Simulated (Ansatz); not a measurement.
**Work function of Li(111): what the settings cost and change**

How far do cutoff, k-mesh and smearing move the work function of Li(111)?

Program: Ansatz 0.2.0. Level of theory: plane-wave DFT, PBE, Ansatz PAW. Results are calculated unless marked as measured.

**1. The structure**

The cell holds 11 atoms: 11 Li. Its edges and angles: a = 4.936 Å, b = 4.936 Å, c = 28.075 Å, α = 90.0°, β = 90.0°, γ = 60.0°. Vacuum lies along c.

**2. Slab, setting cutoff 200 eV**

A work function rests on the faint tail of the density, so the SCF threshold is tight. The cutoff is raised first; then mesh and smearing are varied at the default cutoff.

input.yaml reads:

```yaml
crystal:
  lattice:
    - [4.9356053327, 0.0, 0.0]
    - [2.4678026663, 4.2743596012, 0.0]
    - [0.0, 0.0, 28.0747621974]
  atoms:
    - { symbol: Li, position: [0.6666666667, 0.6666666667, 0.3205726174] }
    - { symbol: Li, position: [0.0, 0.0, 0.3564580939] }
    - { symbol: Li, position: [0.3333333333, 0.3333333333, 0.3923435704] }
    - { symbol: Li, position: [0.6666666667, 0.6666666667, 0.428229047] }
    - { symbol: Li, position: [0.0, 0.0, 0.4641145235] }
    - { symbol: Li, position: [0.3333333333, 0.3333333333, 0.5] }
    - { symbol: Li, position: [0.6666666667, 0.6666666667, 0.5358854765] }
    - { symbol: Li, position: [0.0, 0.0, 0.571770953] }
    - { symbol: Li, position: [0.3333333333, 0.3333333333, 0.6076564296] }
    - { symbol: Li, position: [0.6666666667, 0.6666666667, 0.6435419061] }
    - { symbol: Li, position: [0.0, 0.0, 0.6794273826] }
kpoints:
  mp_grid: { grid: [10, 10, 1] }
hamiltonian:
  xc: pbe
scf:
  occupations: { method: fermi_dirac, width: 0.1 }
  convergence: { dr2_threshold: 1.0e-09 }
efield:
  axis: 3
  dipole_correction: true
  ramp_position: 0.97
  ramp_width: 0.06
basis:
  ecutwfc: "200 eV"
output:
  write_potential: true
  write_density: true
  volumetric_format: npy
  elf: true
```

Command:

```sh
> ansatz run input.yaml --threads 2 --pin off --max-ram 3072MiB --backend cpu --events-out ev --progress --plain --runs-dir out
```

Numbers of over 12 decimals in the logs are rounded to 6 here.

What it wrote:

```text
Warning: basis.ecutwfc = 200 eV is below the records' recommended 420 eV, and the density's cutoff is lower with it unless basis.ecutrho_ratio is high enough to keep the records' density cutoff: compare with a run at a higher cutoff
Engine: ansatz 0.2.0, aarch64-unknown-linux-gnu
Pseudopotentials: kind: paw
Pseudopotential: Li, paw, valence charge 3, recommended cutoff 420 eV (normal), Li.paw.azcp
Functional definition: PBE
  parameter kappa = 0.804
  parameter beta = 0.066725
  exchange = pbe_x(kappa = kappa, mu = beta*pi^2/3)
  correlation = pbe_c(beta = beta)
Crystal: 11 atoms, lattice volume = 592.281 Å³
Basis set: ecut = 200 eV, 3821 PW (Γ)
Bands: 28, of which v1, the nominal top of the filled ones, is band 17 counted from 1 (16 counted from 0)
Symmetry: 6 space group operations
k-points: 14 of 100 (time reversal used)
Non-local potential: Li, projectors of the file, l = 0: 3, l = 1: 2, l = 2: 1
PAW form: soft (Blöchl's): semilocal exchange-correlation on the pseudo side does not see the compensation charge
PAW one-centre angular grid: Li, 110 points (default); XC on 64 Gauss nodes
Initial density: superposition of atomic densities (neutral atoms: chi_scale 0, normalization atom), corrected by the library's trained network
Initial wavefunctions: pseudopotential atomic-orbital guess
Functional: x = pbe(κ = 0.804, μ = 0.219515), c = pbe(β = 0.066725)
SCF iter   1: F=—  HF=-2247.340138 eV  |F-HF|=—  |Δ(HF+E_count)|=         —  Δρ=1.64e-3  dr2=5.96e-2  ethr=1.77e-3  p=0.000 e·Å  D=1.87e-14 V/Å  ΔV_dip=-0.00 eV  dr2_dipole=3.31e-12  V_vac-E_F(+/−)=2.74/2.74 eV  ⟨swp⟩=11.6  Hψ=2630  notcnv=0
efield: sawtooth ramp at fractional position 0.9700 (set: `efield.ramp_position`, or a place that a band, a saddle search or an elastic batch's reference lends), width 0.0600; the density the first Hamiltonian is built on has a dipole p = 0.000 e·Å; the dipole correction subtracts the counter field D = 1.87e-14 V/Å, which shifts the + side's vacuum level by -0.00 eV against the − side's; the planar-averaged density in the ramp window peaks in size at 1.1e-5 e/Å³
preconditioner: auto → LDOS  [metal: Δε(μ)=0.063 eV  Ē_g=3.297 eV  σ=0.100 eV  W_gap=0.16  n_scr=56 (ndim 8)  ℏωp=5.1 eV  f_vac=0.498  D(μ)=5.13/eV (n_scr^D=10)  β→1.0]
SCF iter   2: F=—  HF=-2247.267715 eV  |F-HF|=—  |Δ(HF+E_count)|=   7.24e-2  Δρ=7.24e-4  dr2=1.79e-3  ethr=1.81e-4  p=-0.000 e·Å  D=-5.69e-7 V/Å  ΔV_dip=0.00 eV  dr2_dipole=3.02e-10  V_vac-E_F(+/−)=2.88/2.88 eV  ⟨swp⟩=2.5  Hψ=940  notcnv=0
SCF iter   3: F=—  HF=-2247.265239 eV  |F-HF|=—  |Δ(HF+E_count)|=   2.48e-3  Δρ=7.07e-5  dr2=1.47e-4  ethr=5.43e-6  p=-0.000 e·Å  D=-2.16e-7 V/Å  ΔV_dip=0.00 eV  dr2_dipole=2.08e-11  V_vac-E_F(+/−)=2.88/2.88 eV  ⟨swp⟩=2.2  Hψ=692  notcnv=0
SCF iter   4: F=—  HF=-2247.265271 eV  |F-HF|=—  |Δ(HF+E_count)|=   3.28e-5  Δρ=2.34e-5  dr2=1.13e-5  ethr=4.45e-7  p=-0.000 e·Å  D=-2.73e-8 V/Å  ΔV_dip=0.00 eV  dr2_dipole=1.46e-12  V_vac-E_F(+/−)=2.89/2.89 eV  ⟨swp⟩=2.0  Hψ=419  notcnv=0
SCF iter   5: F=—  HF=-2247.265276 eV  |F-HF|=—  |Δ(HF+E_count)|=   4.85e-6  Δρ=4.09e-6  dr2=3.86e-7  ethr=3.43e-8  p=-0.000 e·Å  D=-4.89e-8 V/Å  ΔV_dip=0.00 eV  dr2_dipole=1.27e-15  V_vac-E_F(+/−)=2.90/2.90 eV  ⟨swp⟩=2.0  Hψ=472  notcnv=0
SCF iter   6: F=—  HF=-2247.265269 eV  |F-HF|=—  |Δ(HF+E_count)|=   6.87e-6  Δρ=1.03e-6  dr2=1.72e-8  ethr=1.17e-9  p=-0.000 e·Å  D=-1.03e-8 V/Å  ΔV_dip=0.00 eV  dr2_dipole=7.07e-13  V_vac-E_F(+/−)=2.90/2.90 eV  ⟨swp⟩=2.0  Hψ=489  notcnv=0
SCF iter   7: F=-2247.265269 eV  HF=-2247.265269 eV  |F-HF|=1.01e-10  |Δ(HF+E_count)|=   3.75e-8  Δρ=1.61e-7  dr2=6.63e-10  ethr=3.03e-12  p=-0.000 e·Å  D=-1.58e-9 V/Å  ΔV_dip=0.00 eV  dr2_dipole=2.51e-13  V_vac-E_F(+/−)=2.90/2.90 eV  ⟨swp⟩=17.0  Hψ=1538  notcnv=0
SCF 1 converged in 7 iterations: F = -2247.265269 eV  dr2 = 6.63e-10
  greatest PAW one-centre occupation: 0.996 electrons in one spin orbital (limit 2), on the Li atom at site 9 (counted from 0), in its partial waves of l = 0
WARN: The output density's exchange-correlation potential varies sharply where the density is thin. Do not read a vacuum level from v_tot or v_xc, or from such a field of the output density. On a cell that repeats whose density bears no net charge and no dipole along the vacuum's axis use v_es (v_loc + v_h of the components); under efield.dipole_correction with no amplitude use v_es + v_field, which holds any externa [...]
SCF converged after 7 iterations
Free energy (F): -2247.265269 eV
Harris-Foulkes:  -2247.265269 eV  (|F-HF|=1.01e-10)
Internal energy: -2247.089133 eV  (E = F + TS)
E sigma→0 (E₀):  -2247.177201 eV
Entropy (-TS):   -0.176136 eV (-16.012 meV/atom)
Fermi energy:    -1.313710 eV
Dipole field:    D = -0.000000 V/Å  (p = -0.000001 e·Å, saw-weighted, corrected)
Work function:   Φ+ = 2.8996 eV   Φ− = 2.8996 eV
Levels:          The Fermi level and band energies are counted from a zero that moves with the ramp; work functions are not
--- Per-component energies (eV) ---
  E_band       = -1096.211043
  E_kinetic    = 232.189496
  E_local      = -9468.847968  (includes V_loc(G=0)·N_el)
  E_nonlocal   = -360.106722
  E_hartree    = 4397.318510
  E_xc         = -107.826020
  E_vxc        = -138.734483  (∫ρ·V_xc dr)
  E_paw        = -237.062869  (= ΣΔE_a)
  E_vpaw       = -155.399648  (= ΣTr[D̂ρ^β])
  E_aug_tail   = 0.049232  (compensation charges beyond the density's cutoff)
  E_efield     = 0.000000  (sawtooth field / dipole correction)
  E_vefield    = 0.000000  (∫n·V_field dr)
  E_ewald      = 3297.197208
  E_smearing   = -0.176136  (= −TS)
  E_closure    = -0.000000  (closes the sum)
  Σ components = -2247.265269   (vs F -2247.265269, Δ=0.00e0)
--- Band table (eV; the first three rows and the last of 14) ---
  k-point 0: bands = [... 13 lower, -3.3388, -2.3352, -1.3084, -0.2167, 0.8699, 1.0966, 1.0966, 1.1842, ... 7 higher]
  k-point 1: bands = [... 13 lower, -3.2739, -2.2682, -1.2454, -0.1718, 0.2380, 0.4190, 0.7438, 0.9759, ... 7 higher]
  k-point 2: bands = [... 13 lower, -3.0844, -2.0765, -1.0681, -0.7147, -0.2754, -0.1433, 0.0420, 0.4534, ... 7 higher]
  k-point 13: bands = [... 13 lower, -2.3885, -2.3636, -1.9199, -1.8201, -1.6342, -1.0914, -0.9979, -0.6893, ... 7 higher]
```

Wall time 13 s (2 threads of Arm Neoverse N1, shared host); peak memory 0.39 GiB; 18 s of CPU time.

Numbers from this step:

```yaml
energy_at_zero_smearing: -2247.1772 eV
work_function_upper_face: 2.900 eV
```

Running mean over 1.007 Å of the planar mean; the ramp of the sawtooth is left out. Electron's electrostatic potential energy less the Fermi level against z:

| z (Å) | electron's electrostatic potential energy less the Fermi level (eV) |
| --- | --- |
| 4 | 2.90 |
| 5 | 2.89 |
| 6 | 2.86 |
| 7 | 2.71 |
| 8 | 1.84 |
| 9 | -0.478 |
| 10 | -0.778 |
| 11 | -0.643 |
| 12 | -0.614 |
| 13 | -0.603 |
| 14 | -0.619 |
| 15 | -0.604 |
| 16 | -0.612 |
| 17 | -0.639 |
| 18 | -0.764 |
| 19 | -0.568 |
| 20 | 1.71 |
| 21 | 2.68 |
| 22 | 2.86 |
| 23 | 2.89 |
| 24 | 2.90 |

Electrostatic potential energy in the ca plane at fractional y = 0.000, with atoms of Li within 0.2 Å of it. With pseudopotentials it is smooth inside the atoms' cores, unlike the true potential.

Ten even steps from '0' (-27 eV) to '9' (2 eV), each cell a mean:
```
99984003899861017999720068998300378999999999
99987557899986568999865689998755789999999999
99998889999998889999988899999888899999999999
99999999999999999999999999999999999999999999
99999999999999999999999999999999999999999999
99999999999999999999999999999999999999999999
99999999999999999999999999999999999999999999
99999999999999999999999999999999999999999999
99999999999999999999999999999999999999999999
99999999999999999999999999999998999999999999
99998778999987789999987789999877889999999999
99985215899973148999841278998511578999999999
99982002799850006899610058997200278999999999
```
Columns run along c (16.0 Å, from fractional 0.29 to 0.86 of the cell; values clipped at the 3rd and 97th percentile), rows up along a (4.9 Å). Atoms in or near the plane, at fractional coordinates: Li at (0.36, 0.00), Li at (0.46, 0.00), Li at (0.57, 0.00), Li at (0.68, 0.00).

Valence density in the ca plane at fractional y = 0.000, with atoms of Li within 0.2 Å of it. It is the smooth field of the valence electrons, not physical close to the nuclei.

Values in e/Å³, 7 rows by 16 columns, each cell a mean:
```
0.0 0.3 1.3 0.1 0.3 1.4 0.1 0.3 1.4 0.1 0.2 1.4 0.0 0.0 0.0 0.0
0.0 0.0 0.1 0.1 0.1 0.1 0.1 0.1 0.1 0.1 0.1 0.0 0.0 0.0 0.0 0.0
0.0 0.0 0.1 0.1 0.1 0.1 0.1 0.1 0.1 0.1 0.0 0.0 0.0 0.0 0.0 0.0
0.0 0.0 0.1 0.0 0.1 0.1 0.0 0.1 0.1 0.0 0.0 0.0 0.0 0.0 0.0 0.0
0.0 0.0 0.1 0.1 0.1 0.1 0.1 0.1 0.1 0.1 0.0 0.0 0.0 0.0 0.0 0.0
0.0 0.0 0.1 0.1 0.1 0.1 0.1 0.1 0.1 0.1 0.1 0.1 0.0 0.0 0.0 0.0
0.0 0.7 2.6 0.1 0.6 2.7 0.1 0.6 2.7 0.1 0.4 2.8 0.0 0.0 0.0 0.0
```
Columns run along c (16.0 Å, from fractional 0.29 to 0.86 of the cell), rows up along a (4.9 Å). Atoms in or near the plane, at fractional coordinates: Li at (0.36, 0.00), Li at (0.46, 0.00), Li at (0.57, 0.00), Li at (0.68, 0.00).

ELF in the ca plane at fractional y = 0.000, with atoms of Li within 0.2 Å of it. It is the smooth field of the valence electrons, not physical close to the nuclei.

Values in units of 1e-1, 7 rows by 16 columns, each cell a mean:
```
3.4 2.0 3.7 3.9 2.3 3.9 3.9 2.4 3.9 4.3 2.9 4.5 0.5 0.5 0.0 0.0
5.3 4.8 4.0 5.8 4.5 3.3 5.8 4.7 3.2 6.2 6.1 3.1 2.5 0.7 0.0 0.0
5.5 7.0 6.7 5.5 5.8 6.0 5.5 5.9 5.9 5.9 6.7 6.4 3.7 0.7 0.0 0.0
4.8 6.4 6.6 4.6 5.4 6.0 4.7 5.4 5.9 5.0 5.7 6.1 3.3 0.7 0.0 0.0
5.7 7.0 6.6 5.9 5.9 5.8 5.9 6.0 5.7 6.2 7.0 6.2 3.7 0.7 0.0 0.0
4.8 3.2 2.4 5.4 3.4 2.0 5.4 3.6 1.9 5.7 4.9 1.7 1.7 0.7 0.0 0.0
3.0 2.7 5.6 3.3 2.8 5.9 3.3 2.8 6.0 3.8 3.0 6.9 0.4 0.5 0.0 0.0
```
Columns run along c (16.0 Å, from fractional 0.29 to 0.86 of the cell), rows up along a (4.9 Å). Atoms in or near the plane, at fractional coordinates: Li at (0.36, 0.00), Li at (0.46, 0.00), Li at (0.57, 0.00), Li at (0.68, 0.00).

The work function is 2.900 eV.

**3. Run**

input.yaml: that of step 2 with these lines changed.

```diff
@@ -30,3 +30,3 @@
 basis:
-  ecutwfc: "200 eV"
+  ecutwfc: "300 eV"
 output:
@@ -35,2 +35 @@
   volumetric_format: npy
-  elf: true
```

What it wrote:

```text
[...]
Crystal: 11 atoms, lattice volume = 592.281 Å³
Basis set: ecut = 300 eV, 6901 PW (Γ)
Bands: 28, of which v1, the nominal top of the filled ones, is band 17 counted from 1 (16 counted from 0)
Symmetry: 6 space group operations
k-points: 14 of 100 (time reversal used)
[...]
k-point 1: bands = [... 13 lower, -3.2820, -2.2710, -1.2411, -0.1640, 0.2475, 0.4315, 0.7540, 0.9900, ... 7 higher]
  k-point 2: bands = [... 13 lower, -3.0919, -2.0791, -1.0636, -0.7113, -0.2678, -0.1311, 0.0483, 0.4660, ... 7 higher]
  k-point 13: bands = [... 13 lower, -2.3925, -2.3671, -1.9234, -1.8216, -1.6369, -1.0913, -0.9938, -0.6823, ... 7 higher]
[key lines of the parts left out:]
SCF converged after 7 iterations
Free energy (F): -2250.152200 eV
Fermi energy:    -1.311661 eV
Dipole field:    D = -0.000000 V/Å  (p = -0.000001 e·Å, saw-weighted, corrected)
Work function:   Φ+ = 2.8871 eV   Φ− = 2.8871 eV
```

Wall time 21 s (2 threads); peak memory 0.51 GiB; 34 s of CPU time.

The work function is 2.887 eV, -0.013 eV from the run “cutoff 200 eV”, at 1.8 times its CPU time.

**4. Run**

input.yaml: that of step 3 with these lines changed.

```diff
@@ -30,3 +30,3 @@
 basis:
-  ecutwfc: "300 eV"
+  ecutwfc: "420 eV"
 output:
```

What it wrote:

```text
[...]
Crystal: 11 atoms, lattice volume = 592.281 Å³
Basis set: ecut = 420 eV, 11595 PW (Γ)
Bands: 28, of which v1, the nominal top of the filled ones, is band 17 counted from 1 (16 counted from 0)
Symmetry: 6 space group operations
k-points: 14 of 100 (time reversal used)
[...]
k-point 1: bands = [... 13 lower, -3.2817, -2.2708, -1.2409, -0.1639, 0.2478, 0.4319, 0.7544, 0.9906, ... 7 higher]
  k-point 2: bands = [... 13 lower, -3.0916, -2.0789, -1.0634, -0.7110, -0.2676, -0.1307, 0.0485, 0.4664, ... 7 higher]
  k-point 13: bands = [... 13 lower, -2.3923, -2.3669, -1.9232, -1.8215, -1.6367, -1.0910, -0.9935, -0.6820, ... 7 higher]
[key lines of the parts left out:]
SCF converged after 7 iterations
Free energy (F): -2250.190242 eV
Fermi energy:    -1.311407 eV
Dipole field:    D = -0.000000 V/Å  (p = -0.000001 e·Å, saw-weighted, corrected)
Work function:   Φ+ = 2.8868 eV   Φ− = 2.8868 eV
```

Elapsed: 35 s, on 2 threads; peak memory 0.71 GiB.

The work function is 2.887 eV, -0.013 eV from the run “cutoff 200 eV”, at 3.0 times its CPU time.

**5. Slab**

input.yaml: that of step 4 with these lines changed.

```diff
@@ -30,3 +30,3 @@
 basis:
-  ecutwfc: "420 eV"
+  ecutwfc: "600 eV"
 output:
```

What it wrote:

```text
[...]
Crystal: 11 atoms, lattice volume = 592.281 Å³
Basis set: ecut = 600 eV, 19661 PW (Γ)
Bands: 28, of which v1, the nominal top of the filled ones, is band 17 counted from 1 (16 counted from 0)
Symmetry: 6 space group operations
k-points: 14 of 100 (time reversal used)
[...]
k-point 1: bands = [... 13 lower, -3.2818, -2.2709, -1.2409, -0.1639, 0.2477, 0.4318, 0.7543, 0.9906, ... 7 higher]
  k-point 2: bands = [... 13 lower, -3.0917, -2.0790, -1.0634, -0.7111, -0.2676, -0.1307, 0.0485, 0.4664, ... 7 higher]
  k-point 13: bands = [... 13 lower, -2.3923, -2.3670, -1.9233, -1.8215, -1.6368, -1.0911, -0.9935, -0.6821, ... 7 higher]
[key lines of the parts left out:]
SCF converged after 8 iterations
Free energy (F): -2250.191858 eV
Fermi energy:    -1.311470 eV
Dipole field:    D = -0.000000 V/Å  (p = -0.000001 e·Å, saw-weighted, corrected)
Work function:   Φ+ = 2.8870 eV   Φ− = 2.8869 eV
```

The job ended after 61 s (2 threads; peak memory 1 GiB; 99 s of CPU time).

The work function is 2.887 eV, +0.000 eV from the run “cutoff 420 eV”, at 1.8 times its CPU time.

**6. Run**

input.yaml: that of step 5 with these lines changed.

```diff
@@ -18,3 +18,3 @@
 kpoints:
-  mp_grid: { grid: [10, 10, 1] }
+  mp_grid: { grid: [2, 2, 1] }
 hamiltonian:
@@ -29,4 +29,2 @@
   ramp_width: 0.06
-basis:
-  ecutwfc: "600 eV"
 output:
```

What it wrote:

```text
[...]
Crystal: 11 atoms, lattice volume = 592.281 Å³
Basis set: ecut = 420 eV, 11595 PW (Γ)
Bands: 28, of which v1, the nominal top of the filled ones, is band 17 counted from 1 (16 counted from 0)
Symmetry: 6 space group operations
k-points: 2 of 4
[...]
Fermi energy:    -1.350397 eV
Dipole field:    D = 0.000008 V/Å  (p = 0.000026 e·Å, saw-weighted, corrected)
Work function:   Φ+ = 2.8575 eV   Φ− = 2.8577 eV
[...]
--- Band table (eV) ---
  k-point 0: bands = [... 13 lower, -3.2231, -2.2761, -1.2378, -0.1589, 0.8854, 1.1822, 1.1822, 1.2387, ... 7 higher]
  k-point 1: bands = [... 13 lower, -2.5346, -2.4643, -1.7026, -1.6110, -0.9062, -0.8004, -0.4587, -0.1398, ... 7 higher]
[key lines of the parts left out:]
SCF converged after 8 iterations
Free energy (F): -2251.022322 eV
```

Wall time 6.9 s (2 threads); peak memory 0.54 GiB; 7.2 s of CPU time.

The work function is 2.857 eV, -0.029 eV from the run “cutoff 420 eV”, at 0.13 times its CPU time.

**7. Slab**

input.yaml: that of step 6 with these lines changed.

```diff
@@ -18,3 +18,3 @@
 kpoints:
-  mp_grid: { grid: [2, 2, 1] }
+  mp_grid: { grid: [3, 3, 1] }
 hamiltonian:
```

What it wrote:

```text
[...]
Crystal: 11 atoms, lattice volume = 592.281 Å³
Basis set: ecut = 420 eV, 11595 PW (Γ)
Bands: 28, of which v1, the nominal top of the filled ones, is band 17 counted from 1 (16 counted from 0)
Symmetry: 6 space group operations
k-points: 3 of 9 (time reversal used)
[...]
Work function:   Φ+ = 3.0116 eV   Φ− = 3.0117 eV
[...]
--- Band table (eV) ---
  k-point 0: bands = [... 13 lower, -3.3819, -2.3454, -1.3205, -0.2228, 0.8815, 1.1051, 1.1051, 1.2012, ... 7 higher]
  k-point 1: bands = [... 13 lower, -2.6798, -1.8947, -1.6452, -1.3939, -0.8211, -0.6318, -0.4063, -0.0339, ... 7 higher]
  k-point 2: bands = [... 13 lower, -2.5616, -2.1409, -2.1409, -2.0055, -1.3308, -1.3308, -1.2073, -0.5297, ... 7 higher]
[key lines of the parts left out:]
SCF converged after 8 iterations
Free energy (F): -2250.192431 eV
Fermi energy:    -1.424367 eV
Dipole field:    D = 0.000000 V/Å  (p = 0.000001 e·Å, saw-weighted, corrected)
```

Wall time 11 s (2 threads); peak memory 0.52 GiB; 13 s of CPU time.

The work function is 3.012 eV, +0.125 eV from the run “cutoff 420 eV”, at 0.23 times its CPU time.

**8. Run**

input.yaml: that of step 7 with these lines changed.

```diff
@@ -18,3 +18,3 @@
 kpoints:
-  mp_grid: { grid: [3, 3, 1] }
+  mp_grid: { grid: [7, 7, 1] }
 hamiltonian:
```

What it wrote:

```text
[...]
Crystal: 11 atoms, lattice volume = 592.281 Å³
Basis set: ecut = 420 eV, 11595 PW (Γ)
Bands: 28, of which v1, the nominal top of the filled ones, is band 17 counted from 1 (16 counted from 0)
Symmetry: 6 space group operations
k-points: 8 of 49 (time reversal used)
[...]
k-point 1: bands = [... 13 lower, -3.2085, -2.1963, -1.1710, -0.1628, -0.1217, 0.1783, 0.3988, 0.7777, ... 7 higher]
  k-point 2: bands = [... 13 lower, -2.8214, -1.8104, -1.4848, -0.9865, -0.8310, -0.4791, -0.1520, 0.1307, ... 7 higher]
  k-point 7: bands = [... 13 lower, -2.2816, -2.2551, -1.8477, -1.7341, -1.7024, -1.0116, -0.8888, -0.7647, ... 7 higher]
[key lines of the parts left out:]
SCF converged after 7 iterations
Free energy (F): -2250.192102 eV
Fermi energy:    -1.325373 eV
Dipole field:    D = -0.000000 V/Å  (p = -0.000000 e·Å, saw-weighted, corrected)
Work function:   Φ+ = 2.8930 eV   Φ− = 2.8930 eV
```

Wall time 22 s (2 threads); peak memory 0.61 GiB; 32 s of CPU time.

The work function is 2.893 eV, +0.006 eV from the run “cutoff 420 eV”, at 0.58 times its CPU time.

**9. Run**

input.yaml: that of step 8 with these lines changed.

```diff
@@ -18,3 +18,3 @@
 kpoints:
-  mp_grid: { grid: [7, 7, 1] }
+  mp_grid: { grid: [15, 15, 1] }
 hamiltonian:
```

What it wrote:

```text
[...]
Crystal: 11 atoms, lattice volume = 592.281 Å³
Basis set: ecut = 420 eV, 11595 PW (Γ)
Bands: 28, of which v1, the nominal top of the filled ones, is band 17 counted from 1 (16 counted from 0)
Symmetry: 6 space group operations
k-points: 27 of 225 (time reversal used)
[...]
k-point 1: bands = [... 13 lower, -3.3151, -2.3047, -1.2738, -0.1865, 0.5672, 0.6572, 0.8866, 1.1493, ... 7 higher]
  k-point 2: bands = [... 13 lower, -3.2305, -2.2189, -1.1919, -0.1378, -0.0690, 0.2298, 0.4725, 0.8211, ... 7 higher]
  k-point 26: bands = [... 13 lower, -2.5678, -2.1347, -2.1347, -2.0003, -1.2956, -1.2956, -1.1689, -0.5233, ... 7 higher]
[key lines of the parts left out:]
SCF converged after 7 iterations
Free energy (F): -2250.185441 eV
Fermi energy:    -1.313202 eV
Dipole field:    D = -0.000000 V/Å  (p = -0.000000 e·Å, saw-weighted, corrected)
Work function:   Φ+ = 2.8865 eV   Φ− = 2.8865 eV
```

Run time: 65 s. Hardware: 2 threads; peak memory 0.88 GiB; 1.8 min of CPU time.

The work function is 2.887 eV, -0.000 eV from the run “cutoff 420 eV”, at 1.9 times its CPU time.

(Continued in part 2 of 2.)

[Logs are printed without paths, hosts, clocks, repeated set-up lines and the standing remarks that a program may print on its own settings, such as how far it seeks lower states.]

[Hosts, paths, dates, database ids (printed as entryN), source tags and the programs' standing remarks are cut or masked in the printed files.]

[Maps of the electrostatic potential energy from Ansatz leave out the sawtooth potential of an applied field or a dipole correction, so their vacuum need not be flat; planar profiles and work functions include it.]
